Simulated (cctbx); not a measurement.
# LiTiPS4F across an absorption edge

Space group P-1 (no. 2), a = 6.2510 Å, b = 6.5250 Å, c = 8.8278 Å, α = 108.88°, β = 106.29°, γ = 98.38°.

| atom | mult. | x | y | z | Ueq (Å²) |
| --- | --- | --- | --- | --- | --- |
| Ti1 | 1 | 1/2 | 1/2 | 1/2 | 0.0088 |
| Ti2 | 1 | 0 | 0 | 0 | 0.0091 |
| S1 | 2 | 0.7545 | 0.2196 | 0.8841 | 0.0093 |
| S2 | 2 | 0.3575 | 0.8358 | 0.6148 | 0.0094 |
| S3 | 2 | 0.2770 | 0.1549 | 0.9097 | 0.0087 |
| S4 | 2 | 0.3484 | 0.3221 | 0.6576 | 0.0099 |
| P1 | 2 | 0.5570 | 0.8856 | 0.2395 | 0.0096 |
| F1 | 2 | 0.8688 | 0.6625 | 0.7377 | 0.0098 |
| Li1 | 2 | 0.0792 | 0.4308 | 0.8095 | 0.0111 |

The model is made up (kin elements in a known structure type, no relaxation), so it says nothing on whether the phase exists.

Calculated with cctbx: free-atom f′ and f″ from the Sasaki tables, no fine structure; amplitudes in electrons.

```csv
E (eV),F 1 -1 2,F 0 0 1,F 0 -1 2,F 0 1 1
4366,38.5,11.4,47.7,85.8
4716,36.9,11.4,47.8,84.3
4846,35.5,11.4,47.8,82.9
4906,34.1,11.4,47.8,81.5
4936,32.6,11.5,47.8,80.0
4951,31.2,11.5,47.8,78.6
4958,29.9,11.5,47.9,77.3
4962,28.6,11.5,47.9,76.0
4970,29.2,11.5,47.9,76.1
4974,30.9,11.5,47.9,77.9
4981,32.3,11.5,47.9,79.4
4996,33.8,11.5,47.9,80.9
5026,35.4,11.5,47.9,82.6
5116,37.5,11.5,47.9,84.8
5366,39.6,11.5,47.8,87.0
```

**Question.** Which edge is crossed, and why do the reflections move as they do?

The K edge of Ti. The edge is at 4966 eV. f′ of Ti falls from -3.5 e at 4846 eV to -7.1 e at 4 eV below it, and f″ steps from 0.44 to 4.00 e across it. Over that approach |F| changes by -19 % (1 -1 2), +1 % (0 0 1), +0 % (0 -1 2) and -8 % (0 1 1): a reflection falls where Ti scatters in phase with the total and rises where it scatters against it; it hardly moves where the Ti term is small or cancels by symmetry. Above the edge the larger f″ enters the imaginary part, where it can add to or cancel the other atoms' f″. The structure is centrosymmetric, so Friedel mates stay equal.

[Logs are printed without paths, hosts, clocks, repeated set-up lines and the standing remarks that a program may print on its own settings, such as how far it seeks lower states.]
